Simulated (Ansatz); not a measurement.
# Reading EPR parameters

A crystal has the composition KMF3, where M is a 3d element. A calculation (PBE+U, spin-orbit coupling in second variation, Ansatz) gives:

```
S                    : 5/2
g                    : 2.0023 (isotropic)
moment in its sphere : 4.22 μB
```

Q: Name the magnetic ion and its oxidation state.

The crystal is KMnF3, space group Pm-3m. The spin sits on Mn, with 6 F at 2.09 Å round it. With the usual charges of the other elements M must be +2. The high-spin ion of that charge with S = 5/2 in this row is Mn²⁺ high-spin d⁵. Low-spin ions are left aside. The shift from the free-electron value is small, as for a half-filled shell without orbital momentum.

[Logs are printed without paths, hosts, clocks, repeated set-up lines and the standing remarks that a program may print on its own settings, such as how far it seeks lower states.]

[Hosts, paths, dates, database ids (printed as entryN), source tags and the programs' standing remarks are cut or masked in the printed files.]
